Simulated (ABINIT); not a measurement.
# NbInS3 (Pm-3m): zone-centre phonons

Aim: the zone-centre modes of NbInS3 (Pm-3m).

Method: DFT PBEsol, scalar-relativistic, plane waves, PseudoDojo norm-conserving pseudopotentials, in ABINIT 10.8.3.

This is a report of a sequence of runs, with most program output left out.

The structure was built from a prototype and need not be the compound's stable phase.

## (1) The starting structure

Symmetry: Pm-3m, No. 221, cubic system. The conventional cell has a = 4.861 Å, b = 4.861 Å, c = 4.861 Å, α = 90.00°, β = 90.00°, γ = 90.00°. Nearest to In lie 12 S at 3.44 Å. Nb has 6 S at 2.43 Å nearest. Nearest to S lie 2 Nb at 2.43 Å. Farther neighbours and most contacts between anions are not listed.

## (2) A first look

A first run with smearing and empty bands tells whether the crystal has a gap, which decides between fixed occupations and smearing later on.

Input file probe.abi:

```
# ground state
tolvrs 1.0d-08
prtden 1
prtwf 1

# basis, mesh and filling
ecut 37.0
ngkpt 4 4 4
nshiftk 1
shiftk 0.0 0.0 0.0
istwfk *1
occopt 7
tsmear 0.005
nband 31
nstep 100
diemac 9.0
prtebands 0
prtgsr 0
useylm 1

# cell and atoms
acell 9.185580747 9.185580747 9.185580747
rprim 
    1.0 0.0 0.0
    0.0 1.0 0.0
    0.0 0.0 1.0
ntypat 3
znucl 49 41 16
natom 5
typat 1 2 3 3 3
xred 
    0.0 0.0 0.0
    0.5 0.5 0.5
    0.5 0.5 0.0
    0.5 0.0 0.5
    0.0 0.5 0.5
pp_dirpath "./pseudo"
pseudos "In.upf, Nb.upf, S.upf"
```

Launch:

```console
OMP_NUM_THREADS=1 mpirun -n 4 abinit probe.abi > probe.log
```

Run time: 36 s. Hardware: 4 MPI ranks of Arm Neoverse V2, shared host; 2.4 min of CPU time.

Read from the output:

| Quantity | Value |
| --- | --- |
| volume per atom | 22.97 Å³ |
| pressure | -3.728 GPa |
| gap on the k-mesh | 0 eV |

No gap opens on this mesh, so smearing is kept; the printed pressure holds the stress of the finite basis too.

## (3) Rough relaxation

The typed start is rough, so a first relaxation with smearing and loose thresholds takes it towards rest cheaply.

Input file prerelax.abi:

```
# relaxation
ionmov 2
optcell 2
dilatmx 1.15
chkdilatmx 0
ntime 40
tolmxf 3.0d-04
tolvrs 1.0d-10
prtwf 0
prtden 0
chksymtnons 0

# basis, mesh and filling
ecut 37.0
ecutsm 3.0
ngkpt 4 4 4
nshiftk 1
shiftk 0.0 0.0 0.0
istwfk *1
occopt 7
tsmear 0.005
nband 31
nstep 100
diemac 1000000.0
prtebands 0
prtgsr 0
useylm 1

# cell and atoms
acell 9.185580747 9.185580747 9.185580747
rprim 
    1.0 0.0 0.0
    0.0 1.0 0.0
    0.0 0.0 1.0
ntypat 3
znucl 49 41 16
natom 5
typat 1 2 3 3 3
xred 
    0.0 0.0 0.0
    0.5 0.5 0.5
    0.5 0.5 0.0
    0.5 0.0 0.5
    0.0 0.5 0.5
pp_dirpath "./pseudo"
pseudos "In.upf, Nb.upf, S.upf"
```

Launch:

```console
OMP_NUM_THREADS=1 mpirun -n 4 abinit prerelax.abi > prerelax.log
```

It took 3 min on 4 MPI ranks; 12 min of CPU time.

Step by step:

| step | energy less that of the first step (eV) | largest force (eV/Å) | volume (Å³) |
| --- | --- | --- | --- |
| 1 | 0.0000 | 0.0000 | 114.85 |
| 2 | -0.0256 | 0.0000 | 113.58 |
| 3 | -0.0593 | 0.0000 | 109.56 |
| 4 | -0.0595 | 0.0000 | 109.83 |

| conventional cell, symmetrised | before | after | change |
| --- | --- | --- | --- |
| a (Å) | 4.861 | 4.789 | -1.5 % |
| b (Å) | 4.861 | 4.789 | -1.5 % |
| c (Å) | 4.861 | 4.789 | -1.5 % |
| volume (Å³/atom) | 22.97 | 21.97 | -4.4 % |

Final coordinates:

```cif
data_structure
_symmetry_space_group_name_H-M 'P 1'
_symmetry_Int_Tables_number 1
_cell_length_a 4.7889
_cell_length_b 4.7889
_cell_length_c 4.7889
_cell_angle_alpha 90.000
_cell_angle_beta 90.000
_cell_angle_gamma 90.000
_cell_volume 109.83
loop_
_atom_site_label
_atom_site_type_symbol
_atom_site_fract_x
_atom_site_fract_y
_atom_site_fract_z
_atom_site_occupancy
In1 In 0.00000 0.00000 0.00000 1
Nb2 Nb 0.50000 0.50000 0.50000 1
S3 S 0.50000 0.50000 0.00000 1
S4 S 0.50000 0.00000 0.50000 1
S5 S 0.00000 0.50000 0.50000 1
```

Numbers from this step:

| Item | Value |
| --- | --- |
| volume per atom | 21.97 Å³ |
| pressure | -0.01072 GPa |

The volume changes by -4.4 % in this run and stands -4.4 % from the first cell.

## (4) Relaxation

The harmonic expansion needs vanishing forces, and a free crystal bears no stress, so cell and atoms are brought to rest. Stress is more sensitive to the basis than forces are: the last 3 Ha under the cutoff are smoothed with ecutsm, and the cutoff is raised above that of the later runs.

Input file relax.abi:

```
# relaxation
ionmov 2
optcell 2
dilatmx 1.08
ntime 40
tolmxf 1.0d-05
tolvrs 1.0d-14
prtwf 0
prtden 0
chksymtnons 0

# basis, mesh and filling
ecut 46.0
ecutsm 3.0
ngkpt 6 6 6
nshiftk 1
shiftk 0.0 0.0 0.0
istwfk *1
occopt 3
tsmear 0.01
nband 31
nstep 100
diemac 1000000.0
prtebands 0
prtgsr 0
useylm 1

# cell and atoms
acell 9.04978519 9.04978519 9.04978519
rprim 
    1.0 0.0 0.0
    0.0 1.0 0.0
    0.0 0.0 1.0
ntypat 3
znucl 49 41 16
natom 5
typat 1 2 3 3 3
xred 
    0.0 0.0 0.0
    0.5 0.5 0.5
    0.5 0.5 0.0
    0.5 0.0 0.5
    0.0 0.5 0.5
pp_dirpath "./pseudo"
pseudos "In.upf, Nb.upf, S.upf"
```

Launch:

```console
OMP_NUM_THREADS=1 mpirun -n 4 abinit relax.abi > relax.log
```

Elapsed: 6 min, on 4 MPI ranks; 24 min of CPU time.

The steps of the relaxation:

| step | energy less that of the first step (eV) | largest force (eV/Å) | volume (Å³) |
| --- | --- | --- | --- |
| 1 | 0.0000 | 0.0000 | 109.83 |
| 2 | -0.0008 | 0.0000 | 110.05 |
| 3 | -0.0017 | 0.0000 | 110.66 |
| 4 | -0.0017 | 0.0000 | 110.67 |

| conventional cell, symmetrised | before | after | change |
| --- | --- | --- | --- |
| a (Å) | 4.789 | 4.801 | +0.3 % |
| b (Å) | 4.789 | 4.801 | +0.3 % |
| c (Å) | 4.789 | 4.801 | +0.3 % |
| volume (Å³/atom) | 21.97 | 22.13 | +0.8 % |

Final coordinates:

```cif
data_structure
_symmetry_space_group_name_H-M 'P 1'
_symmetry_Int_Tables_number 1
_cell_length_a 4.8011
_cell_length_b 4.8011
_cell_length_c 4.8011
_cell_angle_alpha 90.000
_cell_angle_beta 90.000
_cell_angle_gamma 90.000
_cell_volume 110.67
loop_
_atom_site_label
_atom_site_type_symbol
_atom_site_fract_x
_atom_site_fract_y
_atom_site_fract_z
_atom_site_occupancy
In1 In 0.00000 0.00000 0.00000 1
Nb2 Nb 0.50000 0.50000 0.50000 1
S3 S 0.50000 0.50000 0.00000 1
S4 S 0.50000 0.00000 0.50000 1
S5 S 0.00000 0.50000 0.50000 1
```

This step gave:

| Quantity | Value |
| --- | --- |
| volume per atom | 22.13 Å³ |
| pressure | 3.83e-5 GPa |

The volume changes by +0.8 % in this run and stands -3.6 % from the first cell.

## (5) Ground state

First-order wavefunctions inherit every error of the ground state, hence the very tight tolvrs. Smearing stays on, as the first look found no gap above 0.3 eV.

Input file gs.abi:

```
# ground state
tolvrs 1.0d-16
prtden 1
prtwf 1

# basis, mesh and filling
ecut 37.0
ngkpt 6 6 6
nshiftk 1
shiftk 0.0 0.0 0.0
istwfk *1
occopt 3
tsmear 0.01
nband 31
nstep 100
diemac 1000000.0
prtebands 0
prtgsr 0
useylm 1

# cell and atoms
acell 9.072846084 9.072846084 9.072846084
rprim 
    1.0 0.0 0.0
    0.0 1.0 0.0
    0.0 0.0 1.0
ntypat 3
znucl 49 41 16
natom 5
typat 1 2 3 3 3
xred 
    0.0 0.0 0.0
    0.5 0.5 0.5
    0.5 0.5 0.0
    0.5 0.0 0.5
    0.0 0.5 0.5
pp_dirpath "./pseudo"
pseudos "In.upf, Nb.upf, S.upf"
```

Launch:

```console
OMP_NUM_THREADS=1 mpirun -n 4 abinit gs.abi > gs.log
```

Run time: 70 s. Hardware: 4 MPI ranks.

Read from the output:

```yaml
pressure: -0.09880 GPa
```

The cell stands at -0.099 GPa, close enough for phonons.

## (6) Linear response at Γ

At q = 0 one unit cell holds all displacements. The response is solved for single atoms along the cell's directions, and symmetry skips those that follow from others. The crystal is treated as a metal, which screens a static field, so no field response is asked.

Input file dfpt_gamma.abi:

```

# common to the responses
getwfk_filepath "gso_WFK"
kptopt 2
nqpt 1
qpt 0.0 0.0 0.0
asr 0
chneut 0

# displacements
rfphon 1
rfatpol 1 5
rfdir 1 1 1
tolvrs 1.0d-10
prtwf 0

# basis, mesh and filling
ecut 37.0
ngkpt 6 6 6
nshiftk 1
shiftk 0.0 0.0 0.0
istwfk *1
occopt 3
tsmear 0.01
nband 31
nstep 100
diemac 1000000.0
prtebands 0
prtgsr 0
useylm 1

# cell and atoms
acell 9.072846084 9.072846084 9.072846084
rprim 
    1.0 0.0 0.0
    0.0 1.0 0.0
    0.0 0.0 1.0
ntypat 3
znucl 49 41 16
natom 5
typat 1 2 3 3 3
xred 
    0.0 0.0 0.0
    0.5 0.5 0.5
    0.5 0.5 0.0
    0.5 0.0 0.5
    0.0 0.5 0.5
pp_dirpath "./pseudo"
pseudos "In.upf, Nb.upf, S.upf"
```

Launch:

```console
OMP_NUM_THREADS=1 mpirun -n 4 abinit dfpt_gamma.abi > dfpt_gamma.log
```

The job ended after 8.6 min (4 MPI ranks).

Numbers from this step:

| Quantity | Value |
| --- | --- |
| largest acoustic frequency at the zone centre before the sum rule | 4.02 cm⁻¹ |
| highest optical zone-centre mode (no LO-TO term) | 338.8 cm⁻¹ |
| lowest optical zone-centre mode | -34.44 cm⁻¹ |

The acoustic modes at Γ come out as far as 4.0 cm⁻¹ from zero, where they should vanish, a small numerical error. The lowest optical mode is imaginary, 34i cm⁻¹, an instability at this level and on this k mesh.

## (7) Modes with the sum rule

anaddb reads the merged derivatives and imposes the acoustic sum rule.

Input file anaddb.abi:

```
ddb_filepath "gamma_DDB"
output_file "anaddb.abo"
outdata_prefix "anaddb"
asr 1
chneut 1
enunit 2
eivec 1
nph1l 1
qph1l 0.0 0.0 0.0 1.0
```

Input file mrgddb.in:

```
gamma_DDB
merged
2
dfpt_gammao_DDB
gso_DDB
```

Launch:

```console
mrgddb < mrgddb.in > mrgddb.log
OMP_NUM_THREADS=1 anaddb anaddb.abi > anaddb.log
```

It took 0.52 s on 1 thread.

Numbers from this step:

```
lowest optical zone-centre mode : -34.45 cm⁻¹
```

No LO-TO term; unit eigenvectors of the mass-weighted matrix, from anaddb's displacements. Modes at Γ, with each element's share of the kinetic energy (negative means imaginary):

| mode | frequency (cm⁻¹) | symmetry | In % | Nb % | S % |
| --- | --- | --- | --- | --- | --- |
| 1 | -34.5 | T1u | 59 | 8 | 33 |
| 2 | -34.5 | T1u | 59 | 8 | 33 |
| 3 | -34.5 | T1u | 59 | 8 | 33 |
| 4 | 0.0 | acoustic | 38 | 31 | 32 |
| 5 | 0.0 | acoustic | 38 | 31 | 32 |
| 6 | 0.0 | acoustic | 38 | 31 | 32 |
| 7 | 95.2 | T1u | 3 | 54 | 43 |
| 8 | 95.2 | T1u | 3 | 54 | 43 |
| 9 | 95.2 | T1u | 3 | 54 | 43 |
| 10 | 98.1 | T2u | 0 | 0 | 100 |
| 11 | 98.1 | T2u | 0 | 0 | 100 |
| 12 | 98.1 | T2u | 0 | 0 | 100 |
| 13 | 338.8 | T1u | 0 | 8 | 92 |
| 14 | 338.8 | T1u | 0 | 8 | 92 |
| 15 | 338.8 | T1u | 0 | 8 | 92 |

Displacements in mode 1 (-34.5 cm⁻¹), the largest set to 1:
```
In1  0.00  0.00 -1.00
Nb2  0.00  0.00  0.41
S3   0.00  0.00  0.63
S4   0.00  0.00  0.89
S5   0.00  0.00  0.89
```

Displacements in mode 13 (338.8 cm⁻¹), the largest set to 1:
```
In1  0.00  0.00  0.00
Nb2  0.00  0.00  0.18
S3   0.00  0.00 -1.00
S4   0.00  0.00  0.24
S5   0.00  0.00  0.24
```

The rule moves no optical mode by more than 0.3 cm⁻¹.

## (8) Sum rules set otherwise (asr 0)

Without the rule the raw error of the acoustic modes shows.

anaddb.abi, as its differences from that of step 7:

```diff
@@ -3,4 +3,4 @@
 outdata_prefix "anaddb"
-asr 1
-chneut 1
+asr 0
+chneut 0
 enunit 2
```

mrgddb.in is that of step 7.

Run time: 0.51 s. Hardware: 1 thread.

Read from the output:

```yaml
lowest_optical_zone_centre_mode: -34.44 cm⁻¹
```

Zone-centre frequencies as printed; negative means imaginary. Modes:

| mode | frequency (cm⁻¹) |
| --- | --- |
| 1 | -34.44 |
| 2 | -34.44 |
| 3 | -34.44 |
| 4 | 4.02 |
| 5 | 4.02 |
| 6 | 4.02 |
| 7 | 95.42 |
| 8 | 95.42 |
| 9 | 95.42 |
| 10 | 98.31 |
| 11 | 98.31 |
| 12 | 98.31 |
| 13 | 338.8 |
| 14 | 338.8 |
| 15 | 338.8 |

## (9) Outcome

- space group after relaxation: Pm-3m
- volume per atom: 22.1 Å³
- highest optical zone-centre mode (no LO-TO term): 338.8 cm⁻¹
- lowest optical zone-centre mode: -34.5 cm⁻¹
- imaginary optical modes at the zone centre (no q mesh in this session): yes

What this shows: At the PBEsol level the optical modes of NbInS3 (Pm-3m) at the zone centre run from 34i to 339 cm⁻¹, so the structure is a saddle point, with 3 modes beyond 10i cm⁻¹ there. These are harmonic frequencies: anharmonic shifts and widths and the lattice's thermal expansion are left out. The Fermi-Dirac smearing of 0.01 Ha is an electronic temperature of 3158 K, which adds a pressure of its own and can shift the volume and soft modes. In a metal the frequencies hang on the k mesh and the smearing, most of all near Kohn anomalies. The structure is a hypothetical one, built on a prototype.

[Host names and launcher messages were left out of these logs when they were recorded.]

[Logs are printed without paths, hosts, clocks, repeated set-up lines and the standing remarks that a program may print on its own settings, such as how far it seeks lower states.]

[Hosts, paths, dates, database ids (printed as entryN), source tags and the programs' standing remarks are cut or masked in the printed files.]
